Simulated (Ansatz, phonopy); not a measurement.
# How CaO (Lime, Fm-3m) expands on warming, part 2 of 3

Aim: the lattice, expansion, heat capacity and bulk modulus of CaO (Lime) as it warms.

Experimental results on record:
- heat capacity C_P per formula unit 42.2 J/mol/K and bulk modulus 113 GPa near room temperature (given in “High-Throughput Prediction of Finite-Temperature Properties using the Quasi-Harmonic Approximation”, 2016, arXiv:1603.06924)

Ansatz 0.2.0; DFT LDA, scalar-relativistic, plane waves, PAW.

So far. Step 2 (Probe on a coarse mesh): The start is under -7.4 GPa at this level and looks like an insulator or semiconductor on this mesh. Step 4 (Tight relaxation): The residual pressure is -0.0071 GPa, small enough for phonons. The relaxed cell has a = 4.708 Å (conventional setting).

**5. A new level, relaxed again**

The functional, the potentials or the cutoff change, so the crystal is relaxed again at the new setting.

Contents of input.yaml:

```yaml
crystal:
  lattice:
    - [0.0, 2.3539509319, 2.3539509319]
    - [2.3539509319, 0.0, 2.3539509319]
    - [2.3539509319, 2.3539509319, 0.0]
  atoms:
    - { symbol: Ca, position: [0.0, 0.0, 0.0] }
    - { symbol: O, position: [0.5, 0.5, 0.5] }
kpoints:
  mp_grid: { grid: [8, 8, 8] }
hamiltonian:
  xc: lda
scf:
  occupations: { method: fixed }
output:
  forces: true
  stress: true
  eigenvalues: true
  write_density: true
  write_potential: true
  elf: true
  volumetric_format: npy
basis:
  ecutwfc: 550.0
relax:
  adjacent_minimum: "off"
  f_tol: 0.001
  max_steps: 60
  cell: { stress_tol: 0.01 }
```

Started as:

```bash
$ ansatz run input.yaml --threads 8 --pin off --max-ram 16384MiB --backend cpu --events-out ev --progress --plain --runs-dir out
```

Numbers of over 12 decimals in the logs are rounded to 6 here.

What it wrote:

```text
[...]
Crystal: 2 atoms, lattice volume = 26.087 Å³
Basis set: ecut = 550 eV, 749 PW (Γ)
Bands: 12, of which v1, the nominal top of the filled ones, is band 8 counted from 1 (7 counted from 0)
Symmetry: 48 space group operations
[...]
k-points: 29 of 512
[...]
SCF iter   1: F=—  HF=-2331.667340 eV  |F-HF|=—  |Δ(HF+E_count)|=         —  Δρ=1.70e-2  dr2=7.32e-2  ethr=1.77e-3  ⟨swp⟩=4.8  Hψ=2068  notcnv=0  defer=8
[...]
SCF iter   6: F=-2331.648285 eV  HF=-2331.648285 eV  |F-HF|=1.96e-10  |Δ(HF+E_count)|=   3.45e-7  Δρ=7.52e-6  dr2=4.83e-9  ethr=6.25e-10  ⟨swp⟩=9.9  Hψ=2801  notcnv=0
SCF 1 converged in 6 iterations: F = -2331.648285 eV  dr2 = 4.83e-9
[...]
relax step   1: F+E_penalty+E_count = -2331.64828500 eV  Δ(F+E_penalty+E_count) = +0.000e0 eV  max|allowed force component| = 5.621e-30 eV/Å  Δτ_max = 0.0000 Å  P = -0.003 GPa  Ω = 26.087 Å³  (6 SCF iters, dr2 threshold 1.00e-7 eV, accepted)
[...]
SCF iter   5: F=-2331.648285 eV  HF=-2331.648285 eV  |F-HF|=9.09e-13  |Δ(HF+E_count)|=  9.09e-13  Δρ=5.90e-8  dr2=3.61e-13  ethr=1.00e-12  ⟨swp⟩=5.2  Hψ=2106  notcnv=0
SCF 2 converged in 5 iterations: F = -2331.648285 eV  dr2 = 3.61e-13
relax step   2: F+E_penalty+E_count = -2331.64828500 eV  Δ(F+E_penalty+E_count) = -1.103e-9 eV  max|allowed force component| = 8.447e-30 eV/Å  Δτ_max = 0.0000 Å  P = -0.003 GPa  Ω = 26.087 Å³  stress off target by 2.99e-3 GPa  SCF on the basis re-selected at this cell (its energy is not comparable with the rows above)  (5 SCF iters)
[...]
SCF converged after 5 iterations
Free energy (F): -2331.648285 eV
[...]
Internal energy: -2331.648285 eV  (E = F + TS)
E sigma→0 (E₀):  -2331.648285 eV
Fermi energy:    7.996244 eV
[...]
--- Stress (GPa, compression-positive) ---
       -0.002987       0.000000      -0.000000
        0.000000      -0.002987      -0.000000
        0.000000       0.000000      -0.002987
  P = ⅓ Tr σ = -0.0030 GPa (-0.030 kbar)
--- Band table (eV; the first three rows and the last of 29) ---
  k-point 0: bands = [... 4 lower, -7.3308, 7.9962, 7.9962, 7.9962, 13.0843, 14.2650, 14.2650, 14.2650]
  k-point 1: bands = [... 4 lower, -7.0252, 7.4277, 7.7571, 7.7571, 13.7773, 14.2289, 14.5555, 14.5555]
  k-point 2: bands = [... 4 lower, -6.4504, 6.3513, 7.2503, 7.2503, 14.3161, 15.2648, 15.3215, 15.3215]
  k-point 28: bands = [... 4 lower, -6.5519, 6.5887, 6.9278, 6.9278, 14.3832, 14.3832, 16.8161, 17.9654]
--- Relaxed structure (1 steps of the walk, 1 accepted, 1 SCFs on fresh bases) ---
[...]
cell:  # Å, volume = 26.0869 Å³
    - [0.0, 2.3539509319, 2.3539509319]
    - [2.3539509319, 0.0, 2.3539509319]
    - [2.3539509319, 2.3539509319, 0.0]
  atoms:
    - { symbol: Ca, position: [0.0, 0.0, 0.0] }
    - { symbol: O, position: [0.5, 0.5, 0.5] }
```

Elapsed: 0.48 s, on 8 threads of AMD EPYC 7R43, shared host; peak memory 0.36 GiB.

Little changed from the start: no atom moved by 0.005 Å and no cell edge by 0.1 %.

Numbers from this step:

```yaml
pressure: -0.002987 GPa
gap_on_the_k_mesh: 3.449 eV
```

Valence density in the ac plane of the conventional cell at fractional y = 0.000, with atoms of Ca and O within 0.2 Å of it. It is the smooth field of the valence electrons, not physical close to the nuclei.

Ten even steps from '0' (0.1 e/Å³) to '9' (7.0 e/Å³), each cell a mean:
```
85100268410037
31000022100012
00000000000000
00000000000000
21000123100001
74100378510026
95100389610028
52000255310014
10000011000000
00000000000000
10000001000001
53000134200024
96100289510038
```
Columns run along a (4.7 Å), rows up along c (4.7 Å), edges of the conventional cell, whose origin can differ from the input's. Atoms in or near the plane, at fractional coordinates: Ca at (0.00, 0.00), Ca at (0.50, 0.50), O at (0.50, 0.00), O at (0.00, 0.50).

Electrostatic potential energy in the ac plane of the conventional cell at fractional y = 0.000, with atoms of Ca and O within 0.2 Å of it. With pseudopotentials it is smooth inside the atoms' cores, unlike the true potential.

Ten even steps from '0' (-55 eV) to '9' (12 eV), each cell a mean:
```
02699732599840
45899977899974
88999999999998
99999988899999
78999754689997
25998400269973
14897300169962
46998521479985
99999876789999
99999999999999
67899999999987
14799854799852
01699621489730
```
Columns run along a (4.7 Å; values clipped at the 3rd and 97th percentile), rows up along c (4.7 Å), edges of the conventional cell, whose origin can differ from the input's. Atoms in or near the plane, at fractional coordinates: Ca at (0.00, 0.00), Ca at (0.50, 0.50), O at (0.50, 0.00), O at (0.00, 0.50).

ELF in the ac plane of the conventional cell at fractional y = 0.000, with atoms of Ca and O within 0.2 Å of it. It is the smooth field of the valence electrons, not physical close to the nuclei.

Ten even steps from '0' (0.05) to '9' (0.85), each cell a mean:
```
99715976982399
98304899861168
32001344320012
43200123200134
98611689730489
69823999971598
48824999981596
89712899950599
77400366510367
21000112100011
64102677641036
99504998971289
99715964882499
```
Columns run along a (4.7 Å), rows up along c (4.7 Å), edges of the conventional cell, whose origin can differ from the input's. Atoms in or near the plane, at fractional coordinates: Ca at (0.00, 0.00), Ca at (0.50, 0.50), O at (0.50, 0.00), O at (0.00, 0.50).

The residual pressure is -0.0030 GPa, small enough for phonons.

**6. Phonons on strained cells, cutoff 550 eV, k-mesh 8×8×8**

Thermal expansion follows from how the free energy of the vibrations (and of the electrons in a metal) changes with strain, so the program makes strained cells, their phonons and a fit in one run.

input.yaml, the sections that differ from step 5:

```yaml
output:
  eigenvalues: true
phonons:
  method: dfpt
  qmesh: [4, 4, 4]
  temperatures: { t_max: 1200.0, t_step: 50 }
  thermal_expansion: {}
# crystal, kpoints, hamiltonian, scf, basis: as in step 5
# relax: removed
```

What it wrote:

```text
[...]
Crystal: 2 atoms, lattice volume = 26.087 Å³
Basis set: ecut = 550 eV, 749 PW (Γ), exchange–correlation on 54×54×54 points (8 copies of the dense FFT grid, shifted against one another)
Bands: 12, of which v1, the nominal top of the filled ones, is band 8 counted from 1 (7 counted from 0)
Symmetry: 48 space group operations
[...]
k-points: 29 of 512
[...]
SCF iter   1: F=—  HF=-2331.667340 eV  |F-HF|=—  |Δ(HF+E_count)|=         —  Δρ=1.70e-2  dr2=7.32e-2  ethr=1.77e-3  ⟨swp⟩=4.8  Hψ=2068  notcnv=0  defer=8
[...]
SCF iter   8: F=-2331.648285 eV  HF=-2331.648285 eV  |F-HF|=4.55e-13  |Δ(HF+E_count)|=  1.00e-11  Δρ=3.12e-8  dr2=1.20e-13  ethr=1.00e-12  ⟨swp⟩=6.3  Hψ=1916  notcnv=0
SCF 1 converged in 8 iterations: F = -2331.648285 eV  dr2 = 1.20e-13
[...]
relax step   1: F+E_penalty+E_count = -2331.64828522 eV  Δ(F+E_penalty+E_count) = +0.000e0 eV  max|allowed force component| = 7.428e-30 eV/Å  Δτ_max = 0.0000 Å  (8 SCF iters, accepted)
SCF converged after 8 iterations
Free energy (F): -2331.648285 eV
[...]
Internal energy: -2331.648285 eV  (E = F + TS)
E sigma→0 (E₀):  -2331.648285 eV
Fermi energy:    7.996244 eV
[...]
--- Stress (GPa, compression-positive) ---
       -0.002975       0.000000      -0.000000
        0.000000      -0.002975       0.000000
        0.000000      -0.000000      -0.002975
  P = ⅓ Tr σ = -0.0030 GPa (-0.030 kbar)
--- Band table (eV; the first three rows and the last of 29) ---
  k-point 0: bands = [... 4 lower, -7.3308, 7.9962, 7.9962, 7.9962, 13.0843, 14.2650, 14.2650, 14.2650]
  k-point 1: bands = [... 4 lower, -7.0252, 7.4277, 7.7571, 7.7571, 13.7773, 14.2289, 14.5555, 14.5555]
  k-point 2: bands = [... 4 lower, -6.4504, 6.3513, 7.2503, 7.2503, 14.3161, 15.2648, 15.3215, 15.3215]
  k-point 28: bands = [... 4 lower, -6.5519, 6.5887, 6.9278, 6.9278, 14.3832, 14.3832, 16.8161, 17.9654]
── thermal expansion: 3 new cells, 3 in all ──
thermal expansion: relaxation of cell 2
thermal expansion: relaxation of cell 3
── thermal expansion: 2 new cells, 5 in all ──
thermal expansion: relaxation of cell 4
thermal expansion: lower-state search of cell 4
thermal expansion: phonons of cell 4
thermal expansion: relaxation of cell 5
thermal expansion: phonons of cell 5
── thermal expansion: 6 new cells, 11 in all ──
thermal expansion: relaxation of cell 6
thermal expansion: relaxation of cell 7
thermal expansion: relaxation of cell 8
thermal expansion: relaxation of cell 9
thermal expansion: relaxation of cell 10
thermal expansion: relaxation of cell 11
thermal expansion: phonons of cell 6
thermal expansion: phonons of cell 7
thermal expansion: phonons of cell 8
--- Relaxed structure (1 steps of the walk, 1 accepted, 0 SCFs on fresh bases) ---
  F+E_penalty+E_count = -2331.64828522 eV   max|allowed force component| = 7.428e-30 eV/Å
  atoms:
    - { symbol: Ca, position: [0.0, 0.0, 0.0] }
    - { symbol: O, position: [0.5, 0.5, 0.5] }
--- Thermal expansion: 11 cells in 3 rounds, 0 GPa ---
  no lower state was reached at cell 4
  without vibrations: a 3.32896, b 3.32896, c 3.32896 Å, V 26.0862 Å³, B 128.82 GPa
  at 0 K: a 3.33811, b 3.33811, c 3.33811 Å, V 26.3019 Å³, B 125.40 GPa
  zero-point expansion: a +0.275, b +0.275, c +0.275, V +0.827 %
      T/K        a/Å        b/Å        c/Å       V/Å³ | expansion of a, b, c, V (1e-6/K)   | that of V in the mean from 25 °C | C_P, C_V (J/mol K of the cell) | B_T, B_S (GPa)
     0.00    3.33811    3.33811    3.33811    26.3019 |    0.00    0.00    0.00    0.00 |   18.81 |     0.000     0.000 |   125.40   125.40
   150.00    3.33947    3.33947    3.33947    26.3341 |    7.28    7.28    7.28   21.85 |   29.64 |    27.221    27.080 |   123.97   124.62
   298.15    3.34437    3.34437    3.34437    26.4502 |   11.65   11.65   11.65   34.95 |       - |    42.563    41.866 |   120.22   122.22
   400.00    3.34858    3.34858    3.34858    26.5501 |   12.91   12.91   12.91   38.73 |   37.06 |    46.320    45.194 |   117.34   120.26
   550.00    3.35540    3.35540    3.35540    26.7126 |   14.15   14.15   14.15   42.44 |   39.38 |    49.151    47.353 |   112.85   117.14
   700.00    3.36279    3.36279    3.36279    26.8895 |   15.18   15.18   15.18   45.55 |   41.33 |    50.869    48.327 |   108.11   113.80
   850.00    3.37072    3.37072    3.37072    27.0802 |   16.24   16.24   16.24   48.71 |   43.16 |    52.233    48.841 |   103.11   110.27
  1000.00    3.37923    3.37923    3.37923    27.2858 |   17.40   17.40   17.40   52.21 |   45.01 |    53.525    49.144 |    97.82   106.54
  1150.00    3.38839    3.38839    3.38839    27.5085 |   18.75   18.75   18.75   56.26 |   46.97 |    54.898    49.337 |    92.22   102.61
  1200.00    3.39161    3.39161    3.39161    27.5870 |   19.26   19.26   19.26   57.78 |   47.65 |    55.394    49.386 |    90.28   101.26
  the static fit leaves 0.000 meV an atom of the energies and, of the stresses, 0.000 GPa of each cell's largest along a strain (root mean squares over the cells), whose Pulay part it has at -0.005 GPa
  vibrations' free energy: its fit leaves 0.0009 meV an atom at the most
  the electrons' free energy at temperature is not in it: every band gap is over 1.24 eV
  free energies summed between the sampled wave vectors
  estimated error of the fitted expansion in any direction: up to 0.070e-6/K, at 1200 K (an estimate, not a bound: it was exceeded on models of known expansion)
  by sums over the sampled wave vectors an expansion of the volume parts by up to 0.15e-6/K
  by a static energy of one degree less an expansion of the volume parts by up to 0.11e-6/K
  band gaps on the cells' k-points are 3.425 to 3.497 eV
```

Wall time 2 min (8 threads); peak memory 0.91 GiB.

Numbers from this step:

```yaml
pressure: -0.002975 GPa
volume_expansion_coefficient_at_298_k: 34.95 1e-6/K
c_p_at_298_k: 21.28 J/mol-atom/K
entropy_at_298_k: 19.78 J/mol-atom/K
isothermal_bulk_modulus_at_298_k: 120.2 GPa
grueneisen_parameter_at_298_k: 1.599
volume_at_298_k: 13.22 Å³/atom
principal_linear_expansion_coefficients_at_298_k: 11.65, 11.65, 11.65 1e-6/K
```

Strained cells of the study; zero-point energy where phonons were solved; the pressures are stresses at a fixed cutoff and can carry an offset from the finite basis. Expansion cells, by row:

```csv
cell,|a| (Å),|b| (Å),|c| (Å),V (Å³/atom),E - E_lowest (meV/atom),"pressure, compression positive (GPa)",gap (eV),zero-point energy (meV/atom)
1,3.329,3.329,3.329,13.04,0,-0.008,3.449,-
2,3.356,3.356,3.356,13.36,2.945,-2.93,3.466,-
3,3.303,3.303,3.303,12.74,3.047,3.237,3.43,-
4,3.329,3.329,3.329,13.05,0,-0.034,3.449,55.91
5,3.346,3.346,3.346,13.24,1.195,-1.898,3.46,54.63
6,3.368,3.368,3.368,13.51,6.222,-4.172,3.472,52.95
7,3.387,3.387,3.387,13.74,13.75,-6.009,3.481,51.47
8,3.407,3.407,3.407,13.98,24.06,-7.702,3.489,49.99
9,3.296,3.296,3.296,12.66,4.735,4.078,3.425,-
10,3.313,3.313,3.313,12.85,1.151,1.955,3.438,-
11,3.434,3.434,3.434,14.32,42.59,-9.815,3.497,-
```

Quasi-harmonic; a, b, c are the run's own cell vectors. Expansion, by row:

```csv
T (K),a (Å),b (Å),c (Å),alpha (deg),beta (deg),gamma (deg),cell volume (Å³/cell),alpha_a (1e-6/K),alpha_b (1e-6/K),alpha_c (1e-6/K),alpha_V (1e-6/K),C_P (J/mol-atom/K),C_V (J/mol-atom/K),S (J/mol-atom/K),B_T (GPa),B_S (GPa),Grueneisen,extrapolation,fit error (1e-6/K)
0,3.338,3.338,3.338,60,60,60,26.3,0,0,0,0,0,0,0,125.4,125.4,-,0,0
50,3.338,3.338,3.338,60,60,60,26.3,0.66,0.66,0.66,1.99,1.407,1.407,0.403,125.4,125.4,1.406,0,0
100,3.339,3.339,3.339,60,60,60,26.31,4.07,4.07,4.07,12.2,7.776,7.761,3.201,124.9,125.2,1.556,0,0
150,3.339,3.339,3.339,60,60,60,26.33,7.28,7.28,7.28,21.85,13.61,13.54,7.529,124,124.6,1.586,0,0.01
200,3.341,3.341,3.341,60,60,60,26.37,9.39,9.39,9.39,28.16,17.4,17.24,12.01,122.8,123.9,1.592,0,0.01
250,3.343,3.343,3.343,60,60,60,26.41,10.75,10.75,10.75,32.24,19.78,19.53,16.16,121.5,123.1,1.595,0,0.01
298.1,3.344,3.344,3.344,60,60,60,26.45,11.65,11.65,11.65,34.95,21.28,20.93,19.78,120.2,122.2,1.598,0,0.01
300,3.344,3.344,3.344,60,60,60,26.45,11.68,11.68,11.68,35.04,21.33,20.98,19.91,120.2,122.2,1.599,0,0.01
350,3.346,3.346,3.346,60,60,60,26.5,12.37,12.37,12.37,37.1,22.39,21.94,23.29,118.8,121.2,1.603,0,0.01
400,3.349,3.349,3.349,60,60,60,26.55,12.91,12.91,12.91,38.73,23.16,22.6,26.33,117.3,120.3,1.608,0,0.01
450,3.351,3.351,3.351,60,60,60,26.6,13.37,13.37,13.37,40.11,23.74,23.07,29.09,115.9,119.2,1.614,0,0.01
500,3.353,3.353,3.353,60,60,60,26.66,13.77,13.77,13.77,41.32,24.2,23.41,31.62,114.4,118.2,1.62,0,0.01
550,3.355,3.355,3.355,60,60,60,26.71,14.15,14.15,14.15,42.44,24.58,23.68,33.94,112.8,117.1,1.627,0,0.01
600,3.358,3.358,3.358,60,60,60,26.77,14.5,14.5,14.5,43.5,24.9,23.88,36.1,111.3,116,1.634,0,0.02
650,3.36,3.36,3.36,60,60,60,26.83,14.84,14.84,14.84,44.53,25.18,24.04,38.1,109.7,114.9,1.642,0,0.02
700,3.363,3.363,3.363,60,60,60,26.89,15.18,15.18,15.18,45.55,25.43,24.16,39.98,108.1,113.8,1.65,0,0.03
750,3.365,3.365,3.365,60,60,60,26.95,15.53,15.53,15.53,46.58,25.67,24.27,41.74,106.5,112.6,1.659,0,0.03
800,3.368,3.368,3.368,60,60,60,27.02,15.88,15.88,15.88,47.63,25.9,24.35,43.4,104.8,111.5,1.668,0,0.03
850,3.371,3.371,3.371,60,60,60,27.08,16.24,16.24,16.24,48.71,26.12,24.42,44.98,103.1,110.3,1.677,0,0.04
900,3.373,3.373,3.373,60,60,60,27.15,16.61,16.61,16.61,49.83,26.33,24.48,46.48,101.4,109,1.687,0,0.04
950,3.376,3.376,3.376,60,60,60,27.22,17,17,17,50.99,26.55,24.53,47.91,99.62,107.8,1.697,0,0.04
1000,3.379,3.379,3.379,60,60,60,27.29,17.4,17.4,17.4,52.21,26.76,24.57,49.27,97.82,106.5,1.708,0,0.03
1050,3.382,3.382,3.382,60,60,60,27.36,17.83,17.83,17.83,53.48,26.98,24.61,50.59,95.99,105.3,1.719,0,0.03
1100,3.385,3.385,3.385,60,60,60,27.43,18.28,18.28,18.28,54.83,27.21,24.64,51.85,94.12,104,1.73,0,0.02
1150,3.388,3.388,3.388,60,60,60,27.51,18.75,18.75,18.75,56.26,27.45,24.67,53.06,92.22,102.6,1.742,0,0.04
1200,3.392,3.392,3.392,60,60,60,27.59,19.26,19.26,19.26,57.78,27.7,24.69,54.23,90.28,101.3,1.755,0,0.07
```

The expansion coefficient by temperature; values in 1e-6/K:

```csv
temperature (K),volume,principal 1
0,0,0
50,1.99,0.66
100,12.2,4.07
200,28.2,9.39
250,32.2,10.8
298,35.0,11.7
300,35.0,11.7
350,37.1,12.4
450,40.1,13.4
500,41.3,13.8
550,42.4,14.2
600,43.5,14.5
650,44.5,14.8
700,45.5,15.2
800,47.6,15.9
850,48.7,16.2
900,49.8,16.6
950,51.0,17
1000,52.2,17.4
1100,54.8,18.3
1150,56.3,18.8
1200,57.8,19.3
```

At 298 K the volume expansion is 34.9 × 10⁻⁶/K and B_T is 120 GPa.

**7. Free-energy fit**

This step: DFT LDA, scalar-relativistic, plane waves, PAW (phonopy 4.10.0).

Numbers from this step:

```yaml
volume_expansion_coefficient_at_300_k: 34.91 1e-6/K
isothermal_bulk_modulus_at_300_k: 120.2 GPa
c_p_at_300_k: 21.35 J/mol-atom/K
grueneisen_parameter_at_300_k: 1.593
```

The energy (each curve on its own zero) by volume; values in meV/atom:

```csv
volume (Å³/atom),static,F at 0 K,F at 300 K,F at 1200 K
13.046,0,2.92,5.03,17.6
13.243,1.19,2.84,4.09,11.4
13.507,6.22,6.18,6.23,6.35
13.743,13.8,12.2,11.1,4.64
13.984,24.1,21.1,18.7,5.3
```

Phonopy-qha, vinet fit of F(V) at each temperature. Qha vinet, by row:

```csv
T (K),fitted volume (Å³/atom),alpha_V (1e-6/K),B_T (GPa),C_P (J/mol-atom/K),Grueneisen
100,13.16,12.03,124.9,7.442,1.534
150,13.17,21.29,124,13.41,1.545
200,13.18,27.79,122.8,17.34,1.572
250,13.2,32.03,121.5,19.78,1.585
300,13.23,34.91,120.2,21.35,1.593
350,13.25,37.02,118.8,22.42,1.6
400,13.28,38.68,117.4,23.19,1.606
450,13.3,40.07,115.9,23.77,1.613
500,13.33,41.29,114.4,24.23,1.619
550,13.36,42.42,112.9,24.6,1.626
600,13.38,43.48,111.3,24.92,1.634
650,13.41,44.52,109.7,25.2,1.642
700,13.44,45.55,108.1,25.45,1.65
750,13.48,46.58,106.5,25.69,1.659
800,13.51,47.64,104.8,25.91,1.668
850,13.54,48.72,103.1,26.13,1.677
900,13.57,49.84,101.4,26.34,1.687
950,13.61,51.01,99.62,26.56,1.697
1000,13.64,52.22,97.82,26.77,1.708
1050,13.68,53.5,96,26.99,1.719
1100,13.72,54.85,94.14,27.22,1.731
1150,13.75,56.27,92.25,27.46,1.743
```

Table of volume expansion coefficient by temperature; values in 1e-6/K:

```csv
temperature (K),"phonopy-qha, Vinet",Ansatz's own study
100,12.0,12.2
150,21.3,21.9
200,27.8,28.2
250,32.0,32.2
300,34.9,35.0
350,37.0,37.1
400,38.7,38.7
450,40.1,40.1
500,41.3,41.3
550,42.4,42.4
600,43.5,43.5
650,44.5,44.5
700,45.5,45.5
750,46.6,46.6
800,47.6,47.6
850,48.7,48.7
900,49.8,49.8
950,51.0,51.0
1000,52.2,52.2
1050,53.5,53.5
1100,54.9,54.8
1150,56.3,56.3
```

The fit gives a volume expansion of 34.9 × 10⁻⁶/K at 300 K, against 34.9 at 298 K from the study itself, whose static fit uses more cells.

[end of part 2 of 3]

[Logs are printed without paths, hosts, clocks, repeated set-up lines and the standing remarks that a program may print on its own settings, such as how far it seeks lower states.]

[Hosts, paths, dates, database ids (printed as entryN), source tags and the programs' standing remarks are cut or masked in the printed files.]

[A step with changed settings may run another functional than the one named; its input shows which.]
